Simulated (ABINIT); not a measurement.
# A GW chain in ABINIT: BaTiO3 (P4mm), part 3 of 3

Wanted: ground state, empty states, screening and self-energy for BaTiO3 (P4mm).

ABINIT 10.8.3; PBE and many-body steps on it, plane waves. Known limits of the many-body steps: not at the basis limit; no spin-orbit coupling; coarse k mesh.

So far. Step 3 (Bands along the symmetry lines): The gap is 1.851 eV, as in the run before at this level. Step 4 (Empty states on the mesh, 4×4×4 mesh, 83 bands): On this mesh the gap is 1.851 eV.

## (5) Screening, 4×4×4 mesh, 77 bands, screening to 119.7 eV

The RPA dielectric matrix is built and inverted for each q.

This step: RPA screening on PBE, plane waves, norm-conserving pseudopotentials.

File run.abi:

```
acell 3*1.0 Angstrom
rprim 
  3.990480000000 0.000000000000 0.000000000000
  0.000000000000 3.990480000000 0.000000000000
  0.000000000000 0.000000000000 4.023030000000
ntypat 3
znucl 56 22 8
natom 5
typat 1 2 3 3 3
xred 
  0.000000000000 0.000000000000 0.000000000000
  0.500000000000 0.500000000000 0.522000000000
  0.500000000000 0.500000000000 0.979000000000
  0.500000000000 0.000000000000 0.488000000000
  0.000000000000 0.500000000000 0.488000000000
pp_dirpath "pseudos"
pseudos "Ba.upf, Ti.upf, O.upf"
ecut 38
ngkpt 4 4 4
nshiftk 1
shiftk 0 0 0
kptopt 1
chksymbreak 0
istwfk *1
occopt 1
irdwfk 1
optdriver 3
nband 77
ecuteps 4.4
inclvkb 2
awtr 1
symchi 1
indata_prefix "in"
outdata_prefix "out"
tmpdata_prefix "tmp"
```

On the command line:

```bash
> OMP_NUM_THREADS=1 mpirun -n 4 abinit run.abi > log
```

Numbers of over 12 decimals in the logs are rounded to 6 here.

What it wrote:

```text
.Version 10.8.3 of ABINIT. v10.8.2 released Aug 2026.

 Symmetries : space group P4 m m (# 99); Bravais tP (primitive tetrag.)
[... echo of the input left out ...]
== DATASET  1 ==================================================================
-   mpi_nproc: 4, omp_nthreads: 1 (-1 if OMP is not activated)

--- !DatasetInfo
iteration_state: {dtset: 1, }
dimensions: {natom: 5, nkpt: 18, mband: 77, nsppol: 1, nspinor: 1, nspden: 1, mpw: 4868, }
cutoff_energies: {ecut:  38.0, pawecutdg:  -1.0, }
electrons: {nelect:   4.00000000E+01, charge:   0.00000000E+00, occopt:   1.00000000E+00, tsmear:   1.00000000E-02, }

 SCREENING: Calculation of the susceptibility and dielectric matrices

 Based on a program developped by R.W. Godby, V. Olevano, G. Onida, and L. Reining.
 Incorporated in ABINIT by V. Olevano, G.-M. Rignanese, and M. Torrent.
.Using double precision arithmetic ; gwpc =  8

[... cell and pseudopotentials left out ...]
--------------------------------------------------------------------------------

 ==== K-mesh for the wavefunctions ====
 Number of points in the irreducible wedge :    18
[... list of points left out ...]
 Together with  8 symmetry operations and time-reversal symmetry
 yields    64 points in the full Brillouin Zone.

 ==== Q-mesh for the screening function ====
 Number of points in the irreducible wedge :    18
[... list of points left out ...]
 Together with  8 symmetry operations and time-reversal symmetry
 yields    64 points in the full Brillouin Zone.

 setmesh: FFT mesh size selected  =    27x   27x   30
          total number of points  =        21870

 vcoul_init : cutoff-mode = AUXILIARY_FUNCTION
 q-points for optical limit:   1
     1)      0.000010    0.000020    0.000030

- screening: taking advantage of time-reversal symmetry
- Maximum band index for partially occupied states nbvw = 20
- Remaining bands to be divided among processors   nbcw = 57
- Number of bands treated by each node ~14

 Number of electrons calculated from density =   40.0000; Expected =   40.0000
 average of density, n =  0.092525
 r_s =    1.3716
 omega_plasma =   29.3417 [eV]

 calculating chi0 at frequencies [eV] :
  1    0.000000E+00    0.000000E+00
  2    0.000000E+00    2.934172E+01

--------------------------------------------------------------------------------
  q-point number  1        q = ( 0.000000, 0.000000, 0.000000) [r.l.u.]
--------------------------------------------------------------------------------
[... chi0 elements left out ...]
 For q-point:  0.000010 0.000020 0.000030
  dielectric constant =   5.7978
  dielectric constant without local fields =   6.4121

  Average fulfillment of the sum rule on Im[epsilon] for q-point    1 :     50.63  [%]
[... wings left out ...]
  q-point number  2        q = ( 0.250000, 0.000000, 0.000000) [r.l.u.]
--------------------------------------------------------------------------------
[... chi0 elements left out ...]
  Average fulfillment of the sum rule on Im[epsilon] for q-point    2 :     67.10  [%]

 [... 16 further q-points ...]
```

Run time: 97 s. Hardware: 4 MPI ranks of Arm Neoverse V1, shared host; peak memory 1.4 GiB; 6.5 min of CPU time.

Numbers from this step:

| Property | Result |
| --- | --- |
| ε∞ with local fields, on this mesh, along the program's q direction | 5.798 |
| the same without local fields | 6.412 |
| plasma frequency | 29.34 eV |
| plane waves in the screening matrix | 179 |

Local fields lower ε∞ by 10 %. On a Γ-centred mesh this coarse the value itself is usually too large, while a short band sum pulls it down.

## (6) Self-energy, 4×4×4 mesh, 77 bands, screening to 119.7 eV

The self-energy is evaluated for the states that the input lists, and the levels follow from it, in one-shot runs by the linearised quasiparticle equation.

This step: G0W0 on PBE, plane waves, norm-conserving pseudopotentials.

run.abi: that of step 5 with these lines changed.

```diff
@@ -26,8 +26,17 @@
 irdwfk 1
-optdriver 3
+optdriver 4
 nband 77
+gwcalctyp 0
+ecutsigx 38
+symsigma 1
+nkptgw 2
+kptgw 
+  0.5000000000 0.5000000000 0.5000000000
+  0.0000000000 0.0000000000 0.0000000000
+bdgw 
+  18 23
+  19 23
 ecuteps 4.4
-inclvkb 2
-awtr 1
-symchi 1
+irdscr 1
+ppmodel 1
 indata_prefix "in"
```

What it wrote:

```text
.Version 10.8.3 of ABINIT. v10.8.2 released Aug 2026.

 Symmetries : space group P4 m m (# 99); Bravais tP (primitive tetrag.)
[... echo of the input left out ...]
== DATASET  1 ==================================================================
-   mpi_nproc: 4, omp_nthreads: 1 (-1 if OMP is not activated)

--- !DatasetInfo
iteration_state: {dtset: 1, }
dimensions: {natom: 5, nkpt: 18, mband: 77, nsppol: 1, nspinor: 1, nspden: 1, mpw: 4868, }
cutoff_energies: {ecut:  38.0, pawecutdg:  -1.0, }
electrons: {nelect:   4.00000000E+01, charge:   0.00000000E+00, occopt:   1.00000000E+00, tsmear:   1.00000000E-02, }

 SIGMA: Calculation of the GW corrections

 Based on a program developped by R.W. Godby, V. Olevano, G. Onida, and L. Reining.
 Incorporated in ABINIT by V. Olevano, G.-M. Rignanese, and M. Torrent.
.Using double precision arithmetic ; gwpc =  8

[... cell and pseudopotentials left out ...]
--------------------------------------------------------------------------------

 ==== K-mesh for the wavefunctions ====
 Number of points in the irreducible wedge :    18
[... list of points left out ...]
 Together with  8 symmetry operations and time-reversal symmetry
 yields    64 points in the full Brillouin Zone.

 ==== Q-mesh for screening function ====
 Number of points in the irreducible wedge :    18
[... list of points left out ...]
 Together with  8 symmetry operations and time-reversal symmetry
 yields    64 points in the full Brillouin Zone.

 vcoul_init : cutoff-mode = AUXILIARY_FUNCTION
 q-points for optical limit:   1
     1)      0.000010    0.000020    0.000030
 setmesh: FFT mesh size selected  =    45x   45x   45
          total number of points  =        91125

 Number of electrons calculated from density =   40.0000; Expected =   40.0000
 average of density, n =  0.092525
 r_s =    1.3716
 omega_plasma =   29.3417 [eV]

 === KS Band Gaps ===
  >>>> For spin  1
   Minimum direct gap =   2.2217 [eV], located at k-point      :   0.0000  0.0000  0.0000
   Fundamental gap    =   1.8512 [eV], Top of valence bands at :   0.5000  0.5000  0.5000
                                       Bottom of conduction at :   0.0000  0.0000  0.0000
 SIGMA fundamental parameters:
 PLASMON POLE MODEL  1
 number of plane-waves for SigmaX                 4865
 number of plane-waves for SigmaC and W            179
 number of plane-waves for wavefunctions          4865
 number of bands                                    77
 number of independent spin polarizations            1
 number of spinorial components                      1
 number of k-points in IBZ                          18
 number of q-points in IBZ                          18
 number of symmetry operations                       8
 number of k-points in BZ                           64
 number of q-points in BZ                           64
 number of frequencies for dSigma/dE                 9
 frequency step for dSigma/dE [eV]                0.25
 number of omega for Sigma on real axis              0
 max omega for Sigma on real axis  [eV]           0.00
 zcut for avoiding poles [eV]                     0.10

 EPSILON^-1 parameters (SCR file):
 dimension of the eps^-1 matrix on file            179
 dimension of the eps^-1 matrix used               179
 number of plane-waves for wavefunctions          4865
 number of bands                                    77
 number of q-points in IBZ                          18
 number of frequencies                               2
 number of real frequencies                          1
 number of imag frequencies                          1

 matrix elements of self-energy operator (all in [eV])

 Perturbative Calculation

--- !SelfEnergy_ee
iteration_state: {dtset: 1, }
kpoint     : [   0.500,    0.500,    0.500, ]
spin       : 1
KS_gap     :    4.248
QP_gap     :    6.181
Delta_QP_KS:    1.933
data: !SigmaeeData |
     Band     E0 <VxcDFT>   SigX SigC(E0)      Z dSigC/dE  Sig(E)    E-E0       E
       18   6.542 -19.963 -24.993   5.237   0.766  -0.306 -19.805   0.158   6.700
       19   6.542 -19.963 -24.993   5.237   0.766  -0.306 -19.805   0.158   6.700
       20   6.718 -20.008 -25.051   5.290   0.765  -0.307 -19.819   0.188   6.906
       21  10.965 -21.853 -13.090  -5.931   0.749  -0.335 -19.732   2.121  13.087
       22  10.977 -21.854 -13.211  -5.769   0.752  -0.329 -19.692   2.162  13.139
       23  10.977 -21.854 -13.211  -5.769   0.752  -0.329 -19.692   2.162  13.139

--- !SelfEnergy_ee
iteration_state: {dtset: 1, }
kpoint     : [   0.000,    0.000,    0.000, ]
spin       : 1
KS_gap     :    2.222
QP_gap     :    3.811
Delta_QP_KS:    1.590
data: !SigmaeeData |
     Band     E0 <VxcDFT>   SigX SigC(E0)      Z dSigC/dE  Sig(E)    E-E0       E
       19   6.347 -20.006 -24.534   4.766   0.771  -0.297 -19.823   0.183   6.530
       20   6.347 -20.006 -24.534   4.766   0.771  -0.297 -19.823   0.183   6.530
       21   8.569 -18.775 -11.365  -5.144   0.782  -0.278 -17.003   1.772  10.341
       22   8.936 -19.060 -12.059  -4.707   0.780  -0.281 -17.269   1.791  10.727
       23   8.936 -19.060 -12.059  -4.707   0.780  -0.281 -17.269   1.791  10.727

== END DATASET(S) ==============================================================
================================================================================

 -outvars: echo values of variables after computation  --------
           etotal      0.0000000000E+00
            nband          77
             nkpt          18
          spgroup          99
 [... the other variables as echoed above ...]

 Calculation completed.
```

Elapsed: 12 s, on 4 MPI ranks; peak memory 1 GiB.

This step gave:

* G0W0 gap on the points computed: 3.435 eV
* starting gap on the mesh: 1.851 eV
* k of the valence top: 0.5, 0.5, 0.5
* k of the conduction bottom: 0, 0, 0
* Z at the valence top: 0.765
* Z at the conduction bottom: 0.782
* least direct G0W0 gap on the computed points: 3.811 eV

The gap on the mesh goes from 1.85 eV to 3.43 eV, a correction of +1.58 eV.

Limits: finite bands, cutoff and mesh; no spin-orbit coupling; coarse k mesh. v1 is the top filled band, c1 the lowest empty one. The levels before and after the correction (eV, zero at the valence-band top of each column):

```csv
,conduction bottom,valence top
Kohn-Sham,1.85,0.00
G0W0,3.44,0.00
```

|  | level | energy (eV) |
| --- | --- | --- |
| Kohn-Sham | (0.5 0.5 0.5) v3-v2 | -0.176 |
| Kohn-Sham | (0.5 0.5 0.5) v1 | 0.000 |
| Kohn-Sham | (0.5 0.5 0.5) c1 | 4.247 |
| Kohn-Sham | (0.5 0.5 0.5) c2-c3 | 4.259 |
| Kohn-Sham | Γ v2-v1 | -0.371 |
| Kohn-Sham | Γ c1 | 1.851 |
| Kohn-Sham | Γ c2-c3 | 2.219 |
| G0W0 | (0.5 0.5 0.5) v3-v2 | -0.206 |
| G0W0 | (0.5 0.5 0.5) v1 | 0.000 |
| G0W0 | (0.5 0.5 0.5) c1 | 6.181 |
| G0W0 | (0.5 0.5 0.5) c2-c3 | 6.233 |
| G0W0 | Γ v2-v1 | -0.376 |
| G0W0 | Γ c1 | 3.435 |
| G0W0 | Γ c2-c3 | 3.821 |

## (7) Where the time went

Times are wall times on 4 MPI ranks of Arm Neoverse V1, shared host, good to a factor of about two.

```
                          step  time  share  memory (GiB)
                  ground state  84 s   24 %          0.38
bands along the symmetry lines  99 s   28 %          0.41
      empty states on the mesh  63 s   18 %          0.39
                     screening  97 s   27 %           1.4
                   self-energy  12 s    3 %           1.0
```

## (8) Outcome

```yaml
pbe_gap: 1.85 eV, indirect
g0w0_gap_on_the_mesh: 3.43 eV
gw_settings: 4×4×4 mesh, 77 bands, screening to 119.7 eV, Godby-Needs plasmon pole
known_limits: not at the basis limit; no spin-orbit coupling; coarse k mesh
```

**Reading.** G0W0 moves the gap on the mesh from 1.85 eV to 3.43 eV (+1.58 eV), with Z of 0.77 and 0.78 at the edges. Local fields lower the RPA ε∞ on this mesh from 6.41 to 5.80; a Γ-centred mesh this coarse tends to raise both, most where the direct gap is narrow, while a short band sum lowers them. Only 2 of the mesh's irreducible points were corrected, so a valley elsewhere could overtake. Bands and cutoff are finite, so the gap is not at the basis limit. The miss can reach some tenths of an eV and take either sign; the mesh is an error of its own. In the G0W0 run levels were corrected at 2 k points alone, so a gap called «on the mesh» is the least over those, and an edge elsewhere would be missed. The 4×4×4 mesh is coarse for this cell, which bears on the long-range parts of exchange and screening. The many-body steps are scalar-relativistic: spin-orbit coupling is not in them.

[Paths, hosts, dates, memory and timing lines, banners, echoed tables and standing remarks are left out of the program output.]

[Logs are printed without paths, hosts, clocks, repeated set-up lines and the standing remarks that a program may print on its own settings, such as how far it seeks lower states.]

[Runs of the session that timed out or met a known fault of the program may be left out.]

[Hosts, paths, dates, database ids (printed as entryN), source tags and the programs' standing remarks are cut or masked in the printed files.]

[G0W0 gaps are taken among the corrected bands and points alone; a level outside them can change the order at an edge.]

[Where Ansatz stands beside ABINIT at settings called matched, ABINIT's density can come from a denser mesh and the files from another edition; pairs whose starting gaps differed by over 0.03 eV were left out, so agreement reads better than it is.]
